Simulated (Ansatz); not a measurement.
# One crystal, many levels of theory: InF3 (R-3c), part 2 of 2

Wanted: a ladder of band gaps for InF3 (R-3c), from density functionals to G0W0.

Ansatz 0.2.0; density functionals, hybrids and G0W0, plane waves, PAW. Known limits of the many-body steps: finite bands, screening cutoff and k mesh; no spin-orbit coupling in G0W0; d shells not analysed.

So far. Step 5 (HSE06+SOC on the 4×4×4 mesh): Over mesh and listed points the gap is 6.572 eV, from k = (0.500, 0.000, 0.500) to k = Γ. The least direct gap found is 6.579 eV, at k = Γ. HSE06+SOC against HSE06: 6.572 − 6.576 = −0.004 eV, with the same mesh, set of files (read in its fully relativistic form for the spin-orbit run) and cutoff, and both edges at the same k points.

In doubt: masses and optical values from hybrid runs of this build are listed as unsure (steps 7, 8), which bears on the screening that GW takes from such a start.

## 7. G0W0@HSE06, 4×4×4 mesh, 722 empty bands, screening to 190 eV, hard PAW files

This step: G0W0 on HSE06, plane waves, PAW.

The input, input.yaml:

```yaml
crystal:
  lattice:
    - [2.70515, 1.5618190807, 4.7925]
    - [-2.70515, 1.5618190807, 4.7925]
    - [0.0, -3.1236381614, 4.7925]
  atoms:
    - { symbol: In, position: [0.0, 0.0, 0.0] }
    - { symbol: In, position: [0.5, 0.5, 0.5] }
    - { symbol: F, position: [0.8584, 0.6416, 0.25] }
    - { symbol: F, position: [0.25, 0.8584, 0.6416] }
    - { symbol: F, position: [0.6416, 0.25, 0.8584] }
    - { symbol: F, position: [0.1416, 0.3584, 0.75] }
    - { symbol: F, position: [0.75, 0.1416, 0.3584] }
    - { symbol: F, position: [0.3584, 0.75, 0.1416] }
kpoints:
  mp_grid: { grid: [4, 4, 4] }
hamiltonian:
  xc: hse06
  pseudopotentials: { kind: paw, source: ansatz }
scf:
  occupations: { method: fixed }
gw:
  n_empty_bands: 722
  ecut_chi: 190.0
  qp_bands: [v2, c2]
  qp_kpoints: band_edges
  screening: { model: contour_deformation }
```

Launch:

```sh
$ ansatz run input.yaml --threads 4 --pin off --max-ram 138240MiB --backend cuda --events-out ev --progress --plain --runs-dir out --devices 1 --max-vram 26GiB
```

Numbers of over 12 decimals in the logs are rounded to 6 here.

Output:

```text
GPUs: using 1 of 1 available (devices: 1).
[...]
GPU FFT provider: cuFFT
GPU libraries: cuBLAS 13.8.2, cuFFT 12.4.0, cuSOLVER 12.3.4
Crystal: 8 atoms, lattice volume = 121.489 Å³
Basis set: ecut = 1050 eV, 9403 PW (Γ)
Bands: 51, of which v1, the nominal top of the filled ones, is band 42 counted from 1 (41 counted from 0)
Symmetry: 12 space group operations
[...]
k-points: 13 of 64
[...]
1    43      7.8020   -10.7995    -3.2735   -15.2309  0.8866     8.9648     8.9599  root
     1    44     11.8917   -12.0790    -3.8313   -17.3711  0.8670    13.3650    13.3526  root
[...]
12    41     -0.0968   -32.1733     4.7721   -26.1127  0.8168    -1.3989    -1.3853  root
    12    42     -0.0968   -32.1733     4.7721   -26.1127  0.8168    -1.3989    -1.3853  root
    12    43      9.6174   -11.3409    -3.3750   -16.0044  0.8790    10.9132    10.9060  root
    12    44      9.6174   -11.3409    -3.3750   -16.0044  0.8790    10.9132    10.9060  root
[key lines of the parts left out:]
Free energy (F): -22794.870113 eV
Fermi energy:    0.361667 eV
```

Run time: 4 min. Hardware: 1 × NVIDIA H100 80GB HBM3 (shared by 3 runs) with 4 threads of AMD EPYC 7R13 (Zen 3), shared host; peak memory 5.2 GiB.

Numbers from this step:

* bands summed: 764
* RPA ε∞ on this mesh (eigenvalues): 1.913, 1.913, 1.940
* plane waves in the screening matrix: 713
* G0W0 gap over the corrected points: 8.784 eV
* k of the valence top: 0, -0.5, -0.5
* k of the conduction bottom: 0, 0, 0
* starting gap on the mesh: 6.583 eV
* Z at the valence top: 0.8297
* Z at the conduction bottom: 0.8917
* least direct G0W0 gap over the corrected points: 8.789 eV

Over all 13 irreducible mesh points the G0W0 gap is 8.784 eV, from k = (0.000, -0.500, -0.500) to k = Γ. The HSE06 gap of this run on the mesh is 6.583 eV. The two states that bound the G0W0 gap lie that far apart at the start, so the correction of the gap is 8.784 − 6.583 = +2.201 eV. G0W0@HSE06 against G0W0@LDA with 764 bands (a further run, in the table below): 8.784 − 7.651 = +1.133 eV. Mesh, set of files and cutoffs are the same, but the valence top lies at another k point, so this need not be the shift of one pair of states.

## 8. G0W0@PBE0, 4×4×4 mesh, 722 empty bands, screening to 190 eV, hard PAW files

This step: G0W0 on PBE0, plane waves, PAW.

input.yaml: that of step 7 with these lines changed.

```diff
@@ -17,3 +17,3 @@
 hamiltonian:
-  xc: hse06
+  xc: pbe0
   pseudopotentials: { kind: paw, source: ansatz }
```

Output:

```text
GPUs: using 1 of 1 available (devices: 1).
[...]
GPU FFT provider: cuFFT
GPU libraries: cuBLAS 13.8.2, cuFFT 12.4.0, cuSOLVER 12.3.4
Crystal: 8 atoms, lattice volume = 121.489 Å³
Basis set: ecut = 1050 eV, 9403 PW (Γ)
Bands: 51, of which v1, the nominal top of the filled ones, is band 42 counted from 1 (41 counted from 0)
Symmetry: 12 space group operations
[...]
k-points: 13 of 64
[...]
1    43      8.1631   -10.7863    -3.1966   -14.8565  0.8924     9.0391     9.0366  root
     1    44     12.2704   -12.0588    -3.7220   -16.9653  0.8743    13.4616    13.4549  root
[...]
12    41     -0.5094   -32.1782     4.6069   -26.5347  0.8258    -1.5536    -1.5460  root
    12    42     -0.5094   -32.1782     4.6069   -26.5347  0.8258    -1.5536    -1.5460  root
    12    43      9.9891   -11.3277    -3.2865   -15.6162  0.8853    10.9950    10.9912  root
    12    44      9.9891   -11.3277    -3.2865   -15.6162  0.8853    10.9950    10.9912  root
[key lines of the parts left out:]
Free energy (F): -22794.134385 eV
Fermi energy:    -0.044316 eV
```

Run time: 3.8 min. Hardware: 1 × NVIDIA H100 80GB HBM3 (shared by 3 runs) with 4 threads; peak memory 5.1 GiB; 6.7 min of CPU time.

Numbers from this step:

```
bands summed                                    : 764
RPA ε∞ on this mesh (eigenvalues)               : 1.873, 1.873, 1.897
plane waves in the screening matrix             : 713
G0W0 gap over the corrected points              : 8.996 eV
k of the valence top                            : 0, -0.5, -0.5
k of the conduction bottom                      : 0, 0, 0
starting gap on the mesh                        : 7.342 eV
Z at the valence top                            : 0.8377
Z at the conduction bottom                      : 0.8971
least direct G0W0 gap over the corrected points : 9.001 eV
```

Over all 13 irreducible mesh points the G0W0 gap is 8.996 eV, from k = (0.000, -0.500, -0.500) to k = Γ. The PBE0 gap of this run on the mesh is 7.342 eV. The two states that bound the G0W0 gap lie that far apart at the start, so the correction of the gap is 8.996 − 7.342 = +1.654 eV. G0W0@PBE0 against G0W0@HSE06 with 764 bands: 8.996 − 8.784 = +0.212 eV, with the same mesh, files and cutoffs, and both edges at the same k points.

## 9. Gap and time by level

Each gap is the least one over the points named; times are wall times on shared hosts, not benchmarks. A G0W0 time includes the run's own self-consistent start. Runs with listed points see these and the mesh alone, so an edge that moves elsewhere is missed. Rows marked * are further runs, not shown as steps, whose inputs differ from the G0W0 step on the same start in the columns given; solver thresholds can differ too. Symmetry makes (0.500, 0.000, 0.500) and (0.000, -0.500, -0.500) one point.

| level | mesh | files, cutoff | bands summed, screening | points | gap (eV) | valence top | conduction bottom | least direct gap (eV) | time |
| --- | --- | --- | --- | --- | --- | --- | --- | --- | --- |
| LDA | 6×6×6 | soft_1 PAW, 420 eV | - | mesh and path | 4.240 | (0.500, 0.000, 0.500) | Γ | 4.276 | 6.9 s |
| LDA+SOC | 6×6×6 | soft_1 PAW, 420 eV | - | mesh and listed points | 4.239 | (0.500, 0.000, 0.500) | Γ | 4.269 | 7.8 s |
| HSE06 | 4×4×4 | soft_1 PAW, 420 eV | - | mesh and listed points | 6.576 | (0.500, 0.000, 0.500) | Γ | 6.584 | 19 s |
| HSE06+SOC | 4×4×4 | soft_1 PAW, 420 eV | - | mesh and listed points | 6.572 | (0.500, 0.000, 0.500) | Γ | 6.579 | 50 s |
| G0W0@LDA* | 4×4×4 | hard PAW, 1050 eV | 360, 110 eV | all 13 irreducible mesh points | 7.490 | (0.000, 0.250, 0.250) | Γ | 7.499 | 52 s |
| G0W0@LDA* | 4×4×4 | hard PAW, 1050 eV | 764, 190 eV | all 13 irreducible mesh points | 7.651 | (0.000, 0.250, 0.250) | Γ | 7.659 | 2.1 min |
| G0W0@LDA* | 4×4×4 | hard PAW, 1050 eV | 1265, 270 eV | all 13 irreducible mesh points | 7.768 | (0.000, 0.250, 0.250) | Γ | 7.776 | 3.3 min |
| G0W0@LDA | 4×4×4 | hard PAW, 1050 eV | 2085, 380 eV | all 13 irreducible mesh points | 7.874 | (0.000, 0.250, 0.250) | Γ | 7.881 | 4.7 min |
| G0W0@LDA* | 6×6×6 | hard PAW, 1050 eV | 360, 110 eV | all 32 irreducible mesh points | 7.481 | (0.000, 0.167, 0.167) | Γ | 7.492 | 6.5 min |
| G0W0@HSE06 | 4×4×4 | hard PAW, 1050 eV | 764, 190 eV | all 13 irreducible mesh points | 8.784 | (0.000, -0.500, -0.500) | Γ | 8.789 | 4 min |
| G0W0@PBE0 | 4×4×4 | hard PAW, 1050 eV | 764, 190 eV | all 13 irreducible mesh points | 8.996 | (0.000, -0.500, -0.500) | Γ | 9.001 | 3.8 min |

## 10. Results

```json
{
  "LDA, over mesh and path": "4.240 eV",
  "LDA+SOC, over mesh and listed points": "4.239 eV",
  "HSE06, over mesh and listed points": "6.576 eV",
  "HSE06+SOC, over mesh and listed points": "6.572 eV",
  "G0W0@LDA (2085 bands, 4×4×4), over all 13 irreducible mesh points": "7.874 eV",
  "G0W0@HSE06, over all 13 irreducible mesh points": "8.784 eV",
  "G0W0@PBE0, over all 13 irreducible mesh points": "8.996 eV",
  "known limits": "finite bands, screening cutoff and k mesh; no spin-orbit coupling in G0W0; d shells not analysed"
}
```

In words: The rows run from 4.239 eV (LDA+SOC) to 8.996 eV (G0W0@PBE0). They differ in mesh, files, plane-wave cutoff, bands and screening cutoff of G0W0 and the points over which the gap was sought as well as in level, so only pairs that share these are like for like. LDA+SOC against LDA: 4.239 − 4.240 = −0.001 eV, with the same mesh, set of files (read in its fully relativistic form for the spin-orbit run) and cutoff, and both edges at the same k points. The spin-orbit run sees mesh and listed points alone, so its gap is an upper bound: the coupling can move an edge off these points, and the change over the zone, its sign included where it is small, is not known. HSE06+SOC against HSE06: 6.572 − 6.576 = −0.004 eV, with the same mesh, set of files (read in its fully relativistic form for the spin-orbit run) and cutoff, and both edges at the same k points. The spin-orbit run sees mesh and listed points alone, so its gap is an upper bound: the coupling can move an edge off these points, and the change over the zone, its sign included where it is small, is not known. G0W0@PBE0 against G0W0@HSE06 with 764 bands: 8.996 − 8.784 = +0.212 eV, with the same mesh, files and cutoffs, and both edges at the same k points. G0W0@LDA (2085 bands, 4×4×4) moves the gap of its own start on the mesh by 7.874 − 4.236 = +3.638 eV, with other states at the edges (they lie 4.266 eV apart at the start). Both edges that LDA shows over mesh and path lie at k points where levels were corrected. G0W0 has the valence top at another k point than that. Levels at other points were not corrected, so a lower G0W0 gap elsewhere in the zone is not ruled out. G0W0@HSE06 moves the gap of its own start on the mesh by 8.784 − 6.583 = +2.201 eV, between the same two levels. Both edges that HSE06 shows over mesh and listed points lie at k points where levels were corrected. Levels at other points were not corrected, so a lower G0W0 gap elsewhere in the zone is not ruled out. G0W0@PBE0 moves the gap of its own start on the mesh by 8.996 − 7.342 = +1.654 eV, between the same two levels. No PBE0 run over points off the mesh is shown, so for G0W0@PBE0 the gap over the whole zone is not known. What spin-orbit coupling does to the G0W0 levels was not computed, so no sum with the G0W0 gap is formed. For G0W0@LDA: from 360 bands and 110 eV to 2085 bands and 380 eV the gap moves by 7.874 − 7.490 = +0.384 eV (rung by rung 7.490, 7.651, 7.768, 7.874 eV); bands and screening cutoff rise together, so their parts are not told apart. A line in one over the bands through the two highest rungs gives 7.874 + (7.874 − 7.768) × 1265 / (2085 − 1265) = 8.038 eV, and through the pair below 7.768 + (7.768 − 7.651) × 764 / (1265 − 764) = 7.946 eV. The two differ by 0.092 eV, not under the 0.030 eV asked, so the law does not hold well over these rungs and the limit is not known. The other G0W0 rows are shown at one basis each (764 bands), so their distance from the limit is not known here. With the 6×6×6 mesh in place of the 4×4×4 mesh and all else as in the G0W0@LDA row with 360 bands, the gap differs by 7.481 − 7.490 = −0.009 eV, and that of the start by 4.236 − 4.236 = +0.000 eV; an edge lies at another k point, so this need not be the shift of one pair of states. For G0W0@LDA (2085 bands, 4×4×4): the program marks 2 of the 52 corrected levels as in doubt (energies apart), neither edge state among them. The G0W0 runs are scalar-relativistic. One-shot GW is known to converge slowly in bands for compounds with shallow d shells. The cell holds In; the filling of the d shell and its place against the gap were not analysed here. G0W0 is shown with one set of atomic data (hard PAW), so the error from the files is not known here.

[Paths, hosts, dates, memory and timing lines, banners, echoed tables and standing remarks are left out of the program output.]

[Logs are printed without paths, hosts, clocks, repeated set-up lines and the standing remarks that a program may print on its own settings, such as how far it seeks lower states.]

[Runs of the session that timed out or met a known fault of the program may be left out.]

[Cells called generated may have been cut or substituted from an entry of the Crystallography Open Database or the Materials Project.]

[Hosts, paths, dates, database ids (printed as entryN), source tags and the programs' standing remarks are cut or masked in the printed files.]

[Where an RPA ε∞ is given, it is that of the G0W0 mesh and is not shown converged in it. Names of k-points follow the symmetry that the program found, which can be lower than the space group named. Band edges on a path are those of the sampled points; other points can move an edge, and change direct to indirect where valleys lie close.]

[Hybrid gaps are those of their k-mesh and are not shown converged in it.]
